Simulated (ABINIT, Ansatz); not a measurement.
# How the form of the self-energy moves the gap of K2LiAlF6 (Fm-3m), part 2 of 2

How much does the gap of K2LiAlF6 (Fm-3m) depend on the approximation to the self-energy?

ABINIT 10.8.3; LDA and many-body steps on it, plane waves. Known limits of the many-body steps: not at the basis limit; coarse k mesh.

So far. Step 5 (G0W0, Hybertsen-Louie plasmon pole): Against G0W0 in ABINIT (2×2×2 mesh, 112 bands, screening to 114.3 eV, Godby-Needs plasmon pole), the gap moves by +0.709 eV. Step 6 (G0W0, Engel-Farid plasmon pole): Against G0W0 in ABINIT (2×2×2 mesh, 112 bands, screening to 114.3 eV, Godby-Needs plasmon pole), the gap moves by −0.023 eV.

### 7. One-shot COHSEX

This step: one-shot COHSEX on LDA, plane waves, norm-conserving pseudopotentials.

The input, run.abi:

```
acell 3*1.0 Angstrom
rprim 
  0.000000000000 3.921000000000 3.921000000000
  3.921000000000 0.000000000000 3.921000000000
  3.921000000000 3.921000000000 -0.000000000000
ntypat 4
znucl 19 3 13 9
natom 10
typat 1 1 2 3 4 4 4 4 4 4
xred 
  0.250000000000 0.250000000000 0.250000000000
  0.750000000000 0.750000000000 0.750000000000
  0.500000000000 0.500000000000 0.500000000000
  0.000000000000 -0.000000000000 0.000000000000
  0.768900000000 0.231100000000 0.231100000000
  0.231100000000 0.768900000000 0.231100000000
  0.231100000000 0.768900000000 0.768900000000
  0.768900000000 0.231100000000 0.768900000000
  0.231100000000 0.231100000000 0.768900000000
  0.768900000000 0.768900000000 0.231100000000
pp_dirpath "pseudos"
pseudos "K.upf, Li.upf, Al.upf, F.upf"
ecut 36
ngkpt 2 2 2
nshiftk 1
shiftk 0 0 0
kptopt 1
chksymbreak 0
istwfk *1
occopt 1
irdwfk 1
optdriver 4
nband 112
gwcalctyp 7
ecutsigx 36
symsigma 1
nkptgw 1
kptgw 
  0.0000000000 0.0000000000 0.0000000000
bdgw 
  31 36
ecuteps 4.2
irdscr 1
indata_prefix "in"
outdata_prefix "out"
tmpdata_prefix "tmp"
```

Run with:

```sh
$ OMP_NUM_THREADS=1 mpirun -n 4 abinit run.abi > log
```

Numbers of over 12 decimals in the logs are rounded to 6 here.

The log of the run:

```text
.Version 10.8.3 of ABINIT. v10.8.2 released Aug 2026.

 Symmetries : space group Fm -3 m (#225); Bravais cF (face-center cubic)
[... echo of the input left out ...]
== DATASET  1 ==================================================================
-   mpi_nproc: 4, omp_nthreads: 1 (-1 if OMP is not activated)

--- !DatasetInfo
iteration_state: {dtset: 1, }
dimensions: {natom: 10, nkpt: 3, mband: 112, nsppol: 1, nspinor: 1, nspden: 1, mpw: 8393, }
cutoff_energies: {ecut:  36.0, pawecutdg:  -1.0, }
[...]
34   7.864 -11.404  -6.118  -3.512   1.000   0.000  -9.630   1.774   9.638
       35  10.340 -10.711  -4.753  -3.798   1.000   0.000  -8.551   2.160  12.500
       36  10.340 -10.711  -4.753  -3.798   1.000   0.000  -8.551   2.160  12.500

== END DATASET(S) ==============================================================
================================================================================

 -outvars: echo values of variables after computation  --------
           etotal      0.0000000000E+00
            nband         112
             nkpt           3
          spgroup         225
 [... the other variables as echoed above ...]

 Calculation completed.
```

Run time: 7.5 s. Hardware: 4 MPI ranks of Arm Neoverse N1, shared host; peak memory 1.2 GiB.

This step gave:

```yaml
quasiparticle_gap_on_the_points_computed: 13.18 eV
starting_gap_on_the_mesh: 7.553 eV
k_of_the_valence_top: 0, 0, 0
k_of_the_conduction_bottom: 0, 0, 0
least_direct_quasiparticle_gap_on_the_computed_points: 13.18 eV
```

Against G0W0 in ABINIT (2×2×2 mesh, 112 bands, screening to 114.3 eV, Godby-Needs plasmon pole), the gap moves by +1.253 eV.

### 8. One-shot Hartree-Fock

This step: one-shot Hartree-Fock on LDA, plane waves, norm-conserving pseudopotentials.

Edit run.abi of step 7 so:

```diff
@@ -32,4 +32,4 @@
 optdriver 4
-nband 112
-gwcalctyp 7
+nband 37
+gwcalctyp 5
 ecutsigx 36
@@ -41,4 +41,4 @@
   31 36
-ecuteps 4.2
-irdscr 1
+ixc_sigma 40
+fftgw 31
 indata_prefix "in"
```

The log of the run:

```text
.Version 10.8.3 of ABINIT. v10.8.2 released Aug 2026.

 Symmetries : space group Fm -3 m (#225); Bravais cF (face-center cubic)
[... echo of the input left out ...]
== DATASET  1 ==================================================================
-   mpi_nproc: 4, omp_nthreads: 1 (-1 if OMP is not activated)

--- !DatasetInfo
iteration_state: {dtset: 1, }
dimensions: {natom: 10, nkpt: 3, mband: 37, nsppol: 1, nspinor: 1, nspden: 1, mpw: 8393, }
cutoff_energies: {ecut:  36.0, pawecutdg:  -1.0, }
[...]
34   7.864 -11.404  -6.118   0.000   1.000   0.000  -6.118   5.286  13.150
       35  10.340 -10.711  -4.753   0.000   1.000   0.000  -4.753   5.958  16.298
       36  10.340 -10.711  -4.753   0.000   1.000   0.000  -4.753   5.958  16.298

== END DATASET(S) ==============================================================
================================================================================

 -outvars: echo values of variables after computation  --------
           etotal      0.0000000000E+00
            nband          37
             nkpt           3
          spgroup         225
 [... the other variables as echoed above ...]

 Calculation completed.
```

Run time: 7.9 s. Hardware: 4 MPI ranks; peak memory 1.1 GiB.

This step gave:

* quasiparticle gap on the points computed: 20.28 eV
* starting gap on the mesh: 7.553 eV
* k of the valence top: 0, 0, 0
* k of the conduction bottom: 0, 0, 0
* least direct quasiparticle gap on the computed points: 20.28 eV

Against G0W0 in ABINIT (2×2×2 mesh, 112 bands, screening to 114.3 eV, Godby-Needs plasmon pole), the gap moves by +8.350 eV.

### 9. Screening, 2×2×2 mesh, 112 bands, screening to 114.3 eV

This step: RPA screening on LDA, plane waves, norm-conserving pseudopotentials.

Edit run.abi of step 8 so:

```diff
@@ -31,14 +31,14 @@
 irdwfk 1
-optdriver 4
-nband 37
-gwcalctyp 5
-ecutsigx 36
-symsigma 1
-nkptgw 1
-kptgw 
-  0.0000000000 0.0000000000 0.0000000000
-bdgw 
-  31 36
-ixc_sigma 40
-fftgw 31
+optdriver 3
+nband 112
+ecuteps 4.2
+inclvkb 2
+awtr 1
+symchi 1
+gwcalctyp 2
+nfreqre 16
+freqremax 40 eV
+nfreqim 8
+spmeth 1
+nomegasf 120
 indata_prefix "in"
```

The log of the run:

```text
.Version 10.8.3 of ABINIT. v10.8.2 released Aug 2026.

 Symmetries : space group Fm -3 m (#225); Bravais cF (face-center cubic)
[... echo of the input left out ...]
== DATASET  1 ==================================================================
-   mpi_nproc: 4, omp_nthreads: 1 (-1 if OMP is not activated)

--- !DatasetInfo
iteration_state: {dtset: 1, }
dimensions: {natom: 10, nkpt: 3, mband: 112, nsppol: 1, nspinor: 1, nspden: 1, mpw: 8393, }
cutoff_energies: {ecut:  36.0, pawecutdg:  -1.0, }
electrons: {nelect:   6.60000000E+01, charge:   0.00000000E+00, occopt:   1.00000000E+00, tsmear:   1.00000000E-02, }

 SCREENING: Calculation of the susceptibility and dielectric matrices

 Based on a program developped by R.W. Godby, V. Olevano, G. Onida, and L. Reining.
 Incorporated in ABINIT by V. Olevano, G.-M. Rignanese, and M. Torrent.
.Using double precision arithmetic ; gwpc =  8

[... cell and pseudopotentials left out ...]
--------------------------------------------------------------------------------

 ==== K-mesh for the wavefunctions ====
 Number of points in the irreducible wedge :     3
[... list of points left out ...]
 Together with 48 symmetry operations and time-reversal symmetry
 yields     8 points in the full Brillouin Zone.

 ==== Q-mesh for the screening function ====
 Number of points in the irreducible wedge :     3
[... list of points left out ...]
 Together with 48 symmetry operations and time-reversal symmetry
 yields     8 points in the full Brillouin Zone.

 setmesh: FFT mesh size selected  =    40x   40x   40
          total number of points  =        64000

 vcoul_init : cutoff-mode = AUXILIARY_FUNCTION
 q-points for optical limit:   1
     1)      0.000010    0.000020    0.000030

- screening: taking advantage of time-reversal symmetry
- Maximum band index for partially occupied states nbvw = 33
- Remaining bands to be divided among processors   nbcw = 79
- Number of bands treated by each node ~19

 Number of electrons calculated from density =   66.0000; Expected =   66.0000
 average of density, n =  0.081120
 r_s =    1.4331
 omega_plasma =   27.4738 [eV]

 calculating chi0 at frequencies [eV] :
  1    0.000000E+00    0.000000E+00
  2    2.666667E+00    0.000000E+00
  3    5.333333E+00    0.000000E+00
[...]
23    0.000000E+00    6.997103E+01
 24    0.000000E+00    9.851997E+01

--------------------------------------------------------------------------------
  q-point number  1        q = ( 0.000000, 0.000000, 0.000000) [r.l.u.]
--------------------------------------------------------------------------------
[... chi0 elements left out ...]
  [... further frequencies ...]

 No. of calculated frequencies >  15, stop printing
 For q-point:  0.000010 0.000020 0.000030
  dielectric constant =   2.0531
  dielectric constant without local fields =   2.2010

  Average fulfillment of the sum rule on Im[epsilon] for q-point    1 :     36.56  [%]
[... wings left out ...]
  q-point number  2        q = ( 0.500000, 0.000000, 0.000000) [r.l.u.]
--------------------------------------------------------------------------------
[... chi0 elements left out ...]
  [... further frequencies ...]

 No. of calculated frequencies >  15, stop printing
  Average fulfillment of the sum rule on Im[epsilon] for q-point    2 :     42.47  [%]

 [... 1 further q-points ...]
```

It took 64 s on 4 MPI ranks; peak memory 2.1 GiB; 4.3 min of CPU time.

Numbers from this step:

| Quantity | Value |
| --- | --- |
| ε∞ with local fields, on this mesh, along the program's q direction | 2.053 |
| the same without local fields | 2.201 |
| plasma frequency | 27.47 eV |
| plane waves in the screening matrix | 331 |

### 10. G0W0, contour deformation

This step: G0W0 on LDA, plane waves, norm-conserving pseudopotentials.

Edit run.abi of step 9 so:

```diff
@@ -31,14 +31,14 @@
 irdwfk 1
-optdriver 3
+optdriver 4
 nband 112
+gwcalctyp 2
+ecutsigx 36
+symsigma 1
+nkptgw 1
+kptgw 
+  0.0000000000 0.0000000000 0.0000000000
+bdgw 
+  31 36
 ecuteps 4.2
-inclvkb 2
-awtr 1
-symchi 1
-gwcalctyp 2
-nfreqre 16
-freqremax 40 eV
-nfreqim 8
-spmeth 1
-nomegasf 120
+irdscr 1
 indata_prefix "in"
```

The log of the run:

```text
.Version 10.8.3 of ABINIT. v10.8.2 released Aug 2026.

 Symmetries : space group Fm -3 m (#225); Bravais cF (face-center cubic)
[... echo of the input left out ...]
== DATASET  1 ==================================================================
-   mpi_nproc: 4, omp_nthreads: 1 (-1 if OMP is not activated)

--- !DatasetInfo
iteration_state: {dtset: 1, }
dimensions: {natom: 10, nkpt: 3, mband: 112, nsppol: 1, nspinor: 1, nspden: 1, mpw: 8393, }
cutoff_energies: {ecut:  36.0, pawecutdg:  -1.0, }
[...]
32   0.311 -22.825 -30.265   5.060   0.817  -0.224 -24.770  -1.945  -1.634
[...]
36  10.340 -10.711  -4.753  -2.505   0.896  -0.116  -7.617   3.094  13.435
       36   0.000   0.000   0.000  -0.000   0.000   0.000  -0.000  -0.000  -0.000

== END DATASET(S) ==============================================================
================================================================================

 -outvars: echo values of variables after computation  --------
           etotal      0.0000000000E+00
            nband         112
             nkpt           3
          spgroup         225
 [... the other variables as echoed above ...]

 Calculation completed.
```

Wall time 10 s (4 MPI ranks); peak memory 1.3 GiB; 41 s of CPU time.

Numbers from this step:

```
G0W0 gap on the points computed              : 11.91 eV
starting gap on the mesh                     : 7.553 eV
k of the valence top                         : 0, 0, 0
k of the conduction bottom                   : 0, 0, 0
least direct G0W0 gap on the computed points : 11.91 eV
```

Against G0W0 in ABINIT (2×2×2 mesh, 112 bands, screening to 114.3 eV, Godby-Needs plasmon pole), the gap moves by −0.019 eV.

### 11. Side by side

Times are wall times on 4 MPI ranks of Arm Neoverse N1, shared host, good to a factor of about two. A run's time includes the screening step that it read.

| run | mesh | bands | screening cutoff (eV) | DFT gap (eV) | gap on the mesh (eV) | direct (eV) | ε∞ used | time |
| --- | --- | --- | --- | --- | --- | --- | --- | --- |
| G0W0, Godby-Needs plasmon pole | 2×2×2 | 112 | 114.3 | 7.553 | 11.929 | 11.929 | 2.05 | 66 s |
| G0W0, Hybertsen-Louie plasmon pole | 2×2×2 | 112 | 114.3 | 7.553 | 12.638 | 12.638 | 2.05 | 66 s |
| G0W0, Engel-Farid plasmon pole | 2×2×2 | 112 | 114.3 | 7.553 | 11.906 | 11.906 | 2.05 | 64 s |
| one-shot COHSEX | 2×2×2 | 112 | 114.3 | 7.553 | 13.182 | 13.182 | 2.05 | 61 s |
| one-shot Hartree-Fock | 2×2×2 | - | - | 7.553 | 20.279 | 20.279 | - | 7.9 s |
| G0W0, contour deformation | 2×2×2 | 112 | 114.3 | 7.553 | 11.910 | 11.910 | 2.05 | 75 s |

### 12. Summary of results

```yaml
g0w0_godby_needs_plasmon_pole: 11.929 eV
g0w0_hybertsen_louie_plasmon_pole: 12.638 eV
g0w0_engel_farid_plasmon_pole: 11.906 eV
one_shot_cohsex: 13.182 eV
one_shot_hartree_fock: 20.279 eV
g0w0_contour_deformation: 11.910 eV
known_limits: not at the basis limit; coarse k mesh
```

What this shows: G0W0, Hybertsen-Louie plasmon pole: +0.709 eV against G0W0, Godby-Needs plasmon pole. G0W0, Engel-Farid plasmon pole: −0.023 eV against G0W0, Godby-Needs plasmon pole. One-shot COHSEX: +1.253 eV against G0W0, Godby-Needs plasmon pole. One-shot Hartree-Fock: +8.350 eV against G0W0, Godby-Needs plasmon pole. G0W0, contour deformation: −0.019 eV against G0W0, Godby-Needs plasmon pole. Bare exchange alone opens the gap to 20.28 eV; against G0W0, correlation takes back 8.35 eV. Static COHSEX lies above G0W0: it lacks the factor Z and overstates the Coulomb hole of the filled states. Bands and cutoff are finite, so the gap is not at the basis limit. The miss can reach some tenths of an eV and take either sign; the mesh is an error of its own. In the first G0W0 run levels were corrected at 1 k point alone, so a gap called «on the mesh» is the least over those, and an edge elsewhere would be missed. The 2×2×2 mesh is coarse for this cell, which bears on the long-range parts of exchange and screening.

[Paths, hosts, dates, memory and timing lines, banners, echoed tables and standing remarks are left out of the program output.]

[Logs are printed without paths, hosts, clocks, repeated set-up lines and the standing remarks that a program may print on its own settings, such as how far it seeks lower states.]

[Runs of the session that timed out or met a known fault of the program may be left out.]

[No measured gap is set beside runs whose start may be inverted or whose files or cutoffs have a known fault.]

[Hosts, paths, dates, database ids (printed as entryN), source tags and the programs' standing remarks are cut or masked in the printed files.]

[G0W0 gaps are taken among the corrected bands and points alone; a level outside them can change the order at an edge.]

[Where Ansatz stands beside ABINIT at settings called matched, ABINIT's density can come from a denser mesh and the files from another edition; pairs whose starting gaps differed by over 0.03 eV were left out, so agreement reads better than it is.]
